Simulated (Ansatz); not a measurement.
# Elastic response of CdH8C4O6 (P2_1/c) (152 atoms), part 3 of 4

How stiff is CdH8C4O6 (P2_1/c) (152 atoms), and how do its levels respond to strain?

Ansatz 0.2.0; Kohn-Sham DFT, PBE+D3(BJ), PAW (set soft_2), plane waves.

The cell: 8 Cd, 64 H, 32 C and 48 O. Sampling is at Γ alone.

So far. Step 8 (Volume +6 %): The relaxation converged after 6 steps, 1.54 eV below its start, with a largest force component of 0.034 eV/Å. Step 8 (Volume +6 %): Volume +6 %: the energy stands 0.312 eV above that of the reference, at a pressure of -1.09 GPa.

**9. Volume -10 %**

The relaxed cell is scaled to another volume.

input.yaml reads:

```yaml
crystal:
  lattice:
    - [14.74935, 0.00033, 0.48327]
    - [0.00026, 11.7905, -0.00058]
    - [-0.38095, -0.0004, 7.89885]
  atoms:
    [... the 152 atom lines of step 4 ...]
kpoints:
  mp_grid: { grid: [1, 1, 1] }
hamiltonian:
  xc: pbe
  dispersion: d3bj
scf:
  occupations: { method: fixed }
output:
  forces: true
  eigenvalues: true
  stress: true
relax:
  f_tol: 0.05
  max_steps: 70
```

Command:

```
$ ansatz run input.yaml --threads 4 --pin off --max-ram 8192MiB --backend cpu --events-out ev --progress --plain --runs-dir out
```

Numbers of over 12 decimals in the logs are rounded to 6 here.

The program printed:

```text
[...]
Crystal: 152 atoms, lattice volume = 1375.798 Å³
Basis set: ecut = 420 eV, 26895 PW (Γ), exchange–correlation on 200×160×108 points (8 copies of the dense FFT grid, shifted against one another)
Bands: 472, of which v1, the nominal top of the filled ones, is band 320 counted from 1 (319 counted from 0)
Symmetry: 1 space group operations
[...]
k-points: 1
[...]
SCF iter   1: F=—  HF=-102328.900163 eV  |F-HF|=—  |Δ(HF+E_count)|=         —  Δρ=3.78e-3  dr2=2.19e-1  ethr=1.77e-3  ⟨swp⟩=5.0  Hψ=1628  notcnv=0  defer=149
[...]
SCF iter   5: F=—  HF=-102328.843810 eV  |F-HF|=—  |Δ(HF+E_count)|=   3.08e-5  Δρ=1.63e-4  dr2=3.50e-4  ethr=2.40e-7  ⟨swp⟩=2.0  Hψ=615  notcnv=0  defer=150
SCF iter   6: F=-102328.843794 eV  HF=-102328.843797 eV  |F-HF|=3.88e-6  |Δ(HF+E_count)|=   1.29e-5  Δρ=6.28e-5  dr2=5.03e-5  ethr=9.77e-9  ⟨swp⟩=15.0  Hψ=3349  notcnv=0
SCF 1 converged in 6 iterations: F = -102328.843794 eV  dr2 = 5.03e-5
[...]
relax step   1: F+E_penalty+E_count = -102328.84379354 eV  Δ(F+E_penalty+E_count) = +0.000e0 eV  max|allowed force component| = 3.144e0 eV/Å  Δτ_max = 0.0000 Å  (6 SCF iters, dr2 threshold 6.25e-5 eV, accepted)
[...]
relax step   2: F+E_penalty+E_count = -102333.41662569 eV  Δ(F+E_penalty+E_count) = -4.573e0 eV  max|allowed force component| = 8.285e-1 eV/Å  Δτ_max = 0.1932 Å  (8 SCF iters, dr2 threshold 1.00e-4 eV, accepted)
[...]
relax step   3: F+E_penalty+E_count = -102334.23084522 eV  Δ(F+E_penalty+E_count) = -8.142e-1 eV  max|allowed force component| = 3.889e-1 eV/Å  Δτ_max = 0.2000 Å  (7 SCF iters, dr2 threshold 4.29e-5 eV, accepted)
relax step   4: F+E_penalty+E_count = -102334.37537748 eV  Δ(F+E_penalty+E_count) = -1.445e-1 eV  max|allowed force component| = 3.491e-1 eV/Å  Δτ_max = 0.1526 Å  (8 SCF iters, dr2 threshold 1.05e-5 eV, accepted)
relax step   5: F+E_penalty+E_count = -102334.49049233 eV  Δ(F+E_penalty+E_count) = -1.151e-1 eV  max|allowed force component| = 1.367e-1 eV/Å  Δτ_max = 0.2000 Å  (7 SCF iters, dr2 threshold 2.69e-5 eV, accepted)
relax step   6: F+E_penalty+E_count = -102334.53463547 eV  Δ(F+E_penalty+E_count) = -4.414e-2 eV  max|allowed force component| = 9.189e-2 eV/Å  Δτ_max = 0.1479 Å  (8 SCF iters, dr2 threshold 2.86e-6 eV, accepted)
relax step   7: F+E_penalty+E_count = -102334.55558076 eV  Δ(F+E_penalty+E_count) = -2.095e-2 eV  max|allowed force component| = 1.012e-1 eV/Å  Δτ_max = 0.0837 Å  (9 SCF iters, accepted)
relax step   8: F+E_penalty+E_count = -102334.56758722 eV  Δ(F+E_penalty+E_count) = -1.201e-2 eV  max|allowed force component| = 1.239e-1 eV/Å  Δτ_max = 0.0555 Å  (7 SCF iters, dr2 threshold 4.63e-6 eV, accepted)
relax step   9: F+E_penalty+E_count = -102334.57728894 eV  Δ(F+E_penalty+E_count) = -9.702e-3 eV  max|allowed force component| = 1.062e-1 eV/Å  Δτ_max = 0.0597 Å  (6 SCF iters, dr2 threshold 1.54e-5 eV, accepted)
relax step  10: F+E_penalty+E_count = -102334.59099752 eV  Δ(F+E_penalty+E_count) = -1.371e-2 eV  max|allowed force component| = 6.025e-2 eV/Å  Δτ_max = 0.0292 Å  (5 SCF iters, dr2 threshold 8.28e-6 eV, accepted)
relax step  11: F+E_penalty+E_count = -102334.59044584 eV  Δ(F+E_penalty+E_count) = +5.517e-4 eV  max|allowed force component| = 5.828e-2 eV/Å  Δτ_max = 0.0236 Å  (8 SCF iters, rejected (line search))
relax step  12: F+E_penalty+E_count = -102334.59575413 eV  Δ(F+E_penalty+E_count) = -4.757e-3 eV  max|allowed force component| = 3.175e-2 eV/Å  Δτ_max = 0.0115 Å  (8 SCF iters, accepted)
relax step  13: F+E_penalty+E_count = -102334.60168677 eV  Δ(F+E_penalty+E_count) = -5.933e-3 eV  max|allowed force component| = 3.325e-2 eV/Å  Δτ_max = 0.0556 Å  (8 SCF iters, accepted)
relax step  14: F+E_penalty+E_count = -102334.60428365 eV  Δ(F+E_penalty+E_count) = -2.597e-3 eV  max|allowed force component| = 5.592e-2 eV/Å  Δτ_max = 0.0657 Å  (9 SCF iters, accepted)
relax step  15: F+E_penalty+E_count = -102334.60635439 eV  Δ(F+E_penalty+E_count) = -2.071e-3 eV  max|allowed force component| = 2.210e-2 eV/Å  Δτ_max = 0.0082 Å  (5 SCF iters, dr2 threshold 3.13e-6 eV, accepted)
[...]
relax step  16: F+E_penalty+E_count = -102334.60635455 eV  Δ(F+E_penalty+E_count) = -1.660e-7 eV  max|allowed force component| = 2.220e-2 eV/Å  Δτ_max = 0.0000 Å  (3 SCF iters, accepted)
SCF converged after 3 iterations
Free energy (F): -102334.606355 eV
[...]
Internal energy: -102334.606355 eV  (E = F + TS)
E sigma→0 (E₀):  -102334.606355 eV
Fermi energy:    2.080502 eV
[...]
Σ components = -102334.606355   (vs F -102334.606355, Δ=0.00e0)
--- Forces (eV/Å), atoms counted from 1 ---
  atom   1  Cd    -0.00914227     0.00125270    -0.00164048
  atom   2  Cd     0.00942145     0.00148969     0.00197550
  atom   3  Cd     0.00929952    -0.00103627     0.00150584
  atom   4  Cd    -0.00945183    -0.00123912    -0.00199561
[...]
atom 152  O      0.01085077     0.00094461    -0.00965923
  max |Σ_I F_I| component: 3.64e-6 eV/Å
--- Stress (GPa, compression-positive) ---
        2.680335      -0.001978       0.875587
       -0.001978       1.940169      -0.001561
        0.875588      -0.001561       1.636147
  P = ⅓ Tr σ = 2.0856 GPa (20.856 kbar)
--- Band table (eV) ---
[...]
--- Relaxed structure (16 steps of the walk, 15 accepted, 0 SCFs on fresh bases) ---
  F+E_penalty+E_count = -102334.60635455 eV   max|allowed force component| = 2.220e-2 eV/Å
  atoms:
    - { symbol: Cd, position: [0.091519, 0.579583, 0.074996] }
    - { symbol: Cd, position: [0.408385, 0.079583, 0.424838] }
    - { symbol: Cd, position: [0.408446, 0.420531, 0.924505] }
    - { symbol: Cd, position: [0.091450, 0.920523, 0.575379] }
[...]
- { symbol: O, position: [0.617395, 0.898229, 0.290730] }
```

It took 6.1 min on 4 threads of Arm Neoverse V1, shared host; peak memory 2.1 GiB; 24 min of CPU time.

The relaxation converged after 16 steps, 5.76 eV below its start, with a largest force component of 0.022 eV/Å.

Volume -10 %: the energy stands 0.881 eV above that of the reference, at a pressure of 2.09 GPa.

**10. Stretched by 1 % along x**

The relaxed cell is strained along x alone, which gives the stiffness along x and its coupling to y and z.

input.yaml, the sections that differ from step 9:

```yaml
crystal:
  lattice:
    - [15.42932, 0.00034, 0.50054]
    - [0.00027, 12.21194, -0.0006]
    - [-0.39852, -0.00041, 8.18119]
  atoms:
    [... the 152 atom lines of step 4 ...]
# kpoints, hamiltonian, scf, output, relax: as in step 9
```

The program printed:

```text
[...]
Crystal: 152 atoms, lattice volume = 1543.952 Å³
Basis set: ecut = 420 eV, 30207 PW (Γ), exchange–correlation on 216×180×120 points (8 copies of the dense FFT grid, shifted against one another)
Bands: 472, of which v1, the nominal top of the filled ones, is band 320 counted from 1 (319 counted from 0)
Symmetry: 1 space group operations
[...]
k-points: 1
[...]
SCF iter   1: F=—  HF=-102335.405863 eV  |F-HF|=—  |Δ(HF+E_count)|=         —  Δρ=3.00e-3  dr2=1.55e-1  ethr=1.77e-3  ⟨swp⟩=5.0  Hψ=1625  notcnv=0  defer=149
[...]
SCF iter   5: F=—  HF=-102335.387823 eV  |F-HF|=—  |Δ(HF+E_count)|=   5.40e-5  Δρ=1.44e-4  dr2=3.28e-4  ethr=2.02e-7  ⟨swp⟩=2.0  Hψ=579  notcnv=0  defer=150
SCF iter   6: F=-102335.387788 eV  HF=-102335.387807 eV  |F-HF|=1.90e-5  |Δ(HF+E_count)|=   1.56e-5  Δρ=6.34e-5  dr2=6.13e-5  ethr=9.77e-9  ⟨swp⟩=15.0  Hψ=3407  notcnv=0
SCF 1 converged in 6 iterations: F = -102335.387788 eV  dr2 = 6.13e-5
[...]
relax step   1: F+E_penalty+E_count = -102335.38778823 eV  Δ(F+E_penalty+E_count) = +0.000e0 eV  max|allowed force component| = 2.933e-1 eV/Å  Δτ_max = 0.0000 Å  (6 SCF iters, dr2 threshold 6.25e-5 eV, accepted)
[...]
relax step   2: F+E_penalty+E_count = -102335.44628812 eV  Δ(F+E_penalty+E_count) = -5.850e-2 eV  max|allowed force component| = 1.430e-1 eV/Å  Δτ_max = 0.0303 Å  (7 SCF iters, dr2 threshold 5.38e-6 eV, accepted)
[...]
relax step   3: F+E_penalty+E_count = -102335.44856127 eV  Δ(F+E_penalty+E_count) = -2.273e-3 eV  max|allowed force component| = 1.136e-1 eV/Å  Δτ_max = 0.0426 Å  (9 SCF iters, accepted)
relax step   4: F+E_penalty+E_count = -102335.45183647 eV  Δ(F+E_penalty+E_count) = -3.275e-3 eV  max|allowed force component| = 2.097e-1 eV/Å  Δτ_max = 0.0305 Å  (7 SCF iters, dr2 threshold 3.07e-6 eV, accepted)
relax step   5: F+E_penalty+E_count = -102335.46486949 eV  Δ(F+E_penalty+E_count) = -1.303e-2 eV  max|allowed force component| = 2.121e-2 eV/Å  Δτ_max = 0.0247 Å  (6 SCF iters, dr2 threshold 2.77e-5 eV, accepted)
[...]
relax step   6: F+E_penalty+E_count = -102335.46487111 eV  Δ(F+E_penalty+E_count) = -1.625e-6 eV  max|allowed force component| = 2.098e-2 eV/Å  Δτ_max = 0.0000 Å  (4 SCF iters, accepted)
SCF converged after 4 iterations
Free energy (F): -102335.464871 eV
[...]
Internal energy: -102335.464871 eV  (E = F + TS)
E sigma→0 (E₀):  -102335.464871 eV
Fermi energy:    1.142093 eV
[...]
Σ components = -102335.464871   (vs F -102335.464871, Δ=0.00e0)
--- Forces (eV/Å), atoms counted from 1 ---
  atom   1  Cd     0.01983638     0.00022613     0.00735377
  atom   2  Cd    -0.02063754     0.00004873    -0.00686571
  atom   3  Cd    -0.01996183    -0.00047282    -0.00758031
  atom   4  Cd     0.02068185     0.00013089     0.00700392
[...]
atom 152  O      0.00113365    -0.00341366     0.00390175
  max |Σ_I F_I| component: 8.30e-6 eV/Å
--- Stress (GPa, compression-positive) ---
       -0.512358      -0.000153      -0.134327
       -0.000153      -0.109621       0.000061
       -0.134328       0.000061      -0.134578
  P = ⅓ Tr σ = -0.2522 GPa (-2.522 kbar)
--- Band table (eV) ---
[...]
--- Relaxed structure (6 steps of the walk, 6 accepted, 0 SCFs on fresh bases) ---
  F+E_penalty+E_count = -102335.46487111 eV   max|allowed force component| = 2.098e-2 eV/Å
  atoms:
    - { symbol: Cd, position: [0.085610, 0.589870, 0.080667] }
    - { symbol: Cd, position: [0.414327, 0.089920, 0.419140] }
    - { symbol: Cd, position: [0.414315, 0.410176, 0.919115] }
    - { symbol: Cd, position: [0.085563, 0.910153, 0.580833] }
[...]
- { symbol: O, position: [0.630408, 0.909859, 0.310189] }
```

It took 2.4 min on 4 threads; peak memory 2.3 GiB; 9.3 min of CPU time.

The relaxation converged after 6 steps, 0.0771 eV below its start, with a largest force component of 0.021 eV/Å.

Stretched by 1 % along x: the energy stands 0.0226 eV above that of the reference, at a pressure of -0.252 GPa.

**11. Compressed by 1 % along x**

The relaxed cell is strained along x alone, which gives the stiffness along x and its coupling to y and z.

input.yaml, the sections that differ from step 10:

```yaml
crystal:
  lattice:
    - [15.12378, 0.00034, 0.50054]
    - [0.00027, 12.21194, -0.0006]
    - [-0.39062, -0.00041, 8.18119]
  atoms:
    [... the 152 atom lines of step 4 ...]
# kpoints, hamiltonian, scf, output, relax: as in step 10
```

The program printed:

```text
[...]
Crystal: 152 atoms, lattice volume = 1513.377 Å³
Basis set: ecut = 420 eV, 29617 PW (Γ), exchange–correlation on 216×180×120 points (8 copies of the dense FFT grid, shifted against one another)
Bands: 472, of which v1, the nominal top of the filled ones, is band 320 counted from 1 (319 counted from 0)
Symmetry: 1 space group operations
[...]
k-points: 1
[...]
SCF iter   1: F=—  HF=-102335.409872 eV  |F-HF|=—  |Δ(HF+E_count)|=         —  Δρ=3.16e-3  dr2=1.70e-1  ethr=1.77e-3  ⟨swp⟩=5.0  Hψ=1628  notcnv=0  defer=148
[...]
SCF iter   6: F=-102335.384711 eV  HF=-102335.384728 eV  |F-HF|=1.75e-5  |Δ(HF+E_count)|=   1.60e-5  Δρ=6.43e-5  dr2=6.12e-5  ethr=9.77e-9  ⟨swp⟩=15.0  Hψ=3366  notcnv=0
SCF 1 converged in 6 iterations: F = -102335.384711 eV  dr2 = 6.12e-5
[...]
relax step   1: F+E_penalty+E_count = -102335.38471054 eV  Δ(F+E_penalty+E_count) = +0.000e0 eV  max|allowed force component| = 3.036e-1 eV/Å  Δτ_max = 0.0000 Å  (6 SCF iters, dr2 threshold 6.25e-5 eV, accepted)
[...]
relax step   2: F+E_penalty+E_count = -102335.44940916 eV  Δ(F+E_penalty+E_count) = -6.470e-2 eV  max|allowed force component| = 1.071e-1 eV/Å  Δτ_max = 0.0352 Å  (6 SCF iters, dr2 threshold 5.76e-6 eV, accepted)
[...]
relax step   3: F+E_penalty+E_count = -102335.45225361 eV  Δ(F+E_penalty+E_count) = -2.844e-3 eV  max|allowed force component| = 9.590e-2 eV/Å  Δτ_max = 0.0172 Å  (8 SCF iters, accepted)
relax step   4: F+E_penalty+E_count = -102335.45260257 eV  Δ(F+E_penalty+E_count) = -3.490e-4 eV  max|allowed force component| = 1.705e-1 eV/Å  Δτ_max = 0.0289 Å  (9 SCF iters, accepted)
relax step   5: F+E_penalty+E_count = -102335.46312911 eV  Δ(F+E_penalty+E_count) = -1.053e-2 eV  max|allowed force component| = 1.663e-2 eV/Å  Δτ_max = 0.0192 Å  (5 SCF iters, dr2 threshold 2.33e-5 eV, accepted)
[...]
relax step   6: F+E_penalty+E_count = -102335.46313316 eV  Δ(F+E_penalty+E_count) = -4.048e-6 eV  max|allowed force component| = 1.659e-2 eV/Å  Δτ_max = 0.0000 Å  (5 SCF iters, accepted)
SCF converged after 5 iterations
Free energy (F): -102335.463133 eV
[...]
Internal energy: -102335.463133 eV  (E = F + TS)
E sigma→0 (E₀):  -102335.463133 eV
Fermi energy:    1.306021 eV
[...]
--- Forces (eV/Å), atoms counted from 1 ---
  atom   1  Cd    -0.01571963    -0.00220231    -0.00432042
  atom   2  Cd     0.01567713    -0.00268653     0.00462365
  atom   3  Cd     0.01609809     0.00299538     0.00449801
  atom   4  Cd    -0.01659240     0.00273407    -0.00441238
  atom   5  H     -0.00678039    -0.00402511     0.00694694
  atom   6  H      0.00607611    -0.00375751    -0.00668217
  atom   7  H      0.00618026     0.00422425    -0.00688836
  atom   8  H     -0.00579996     0.00391355     0.00698841
  atom   9  H     -0.00100718     0.00031923    -0.00151048
  atom  10  H      0.00080834     0.00043546     0.00127553
  atom  11  H      0.00093043    -0.00064089     0.00164897
  atom  12  H     -0.00120070    -0.00030801    -0.00183898
  atom  13  H      0.00960387    -0.00020242    -0.00357668
  atom  14  H     -0.00882098    -0.00030568     0.00345236
[...]
atom 151  O     -0.00210867     0.00006713     0.00119167
  atom 152  O      0.00198028     0.00035411    -0.00048098
  max |Σ_I F_I| component: 6.86e-6 eV/Å
--- Stress (GPa, compression-positive) ---
        0.536634      -0.000152       0.216510
       -0.000152       0.124966      -0.000187
        0.216509      -0.000187       0.166987
  P = ⅓ Tr σ = 0.2762 GPa (2.762 kbar)
--- Band table (eV) ---
[...]
--- Relaxed structure (6 steps of the walk, 6 accepted, 0 SCFs on fresh bases) ---
  F+E_penalty+E_count = -102335.46313316 eV   max|allowed force component| = 1.659e-2 eV/Å
  atoms:
    - { symbol: Cd, position: [0.087041, 0.587303, 0.079405] }
    - { symbol: Cd, position: [0.412888, 0.087373, 0.420471] }
    - { symbol: Cd, position: [0.412902, 0.412691, 0.920378] }
    - { symbol: Cd, position: [0.087000, 0.912699, 0.579474] }
[...]
- { symbol: O, position: [0.627809, 0.907761, 0.305889] }
```

Elapsed: 2.4 min, on 4 threads; peak memory 2.3 GiB; 9.1 min of CPU time.

The relaxation converged after 6 steps, 0.0784 eV below its start, with a largest force component of 0.017 eV/Å.

Compressed by 1 % along x: the energy stands 0.0244 eV above that of the reference, at a pressure of 0.276 GPa.

(Continued in part 4 of 4.)

[Logs are printed without paths, hosts, clocks, repeated set-up lines and the standing remarks that a program may print on its own settings, such as how far it seeks lower states.]

[Hosts, paths, dates, database ids (printed as entryN), source tags and the programs' standing remarks are cut or masked in the printed files.]
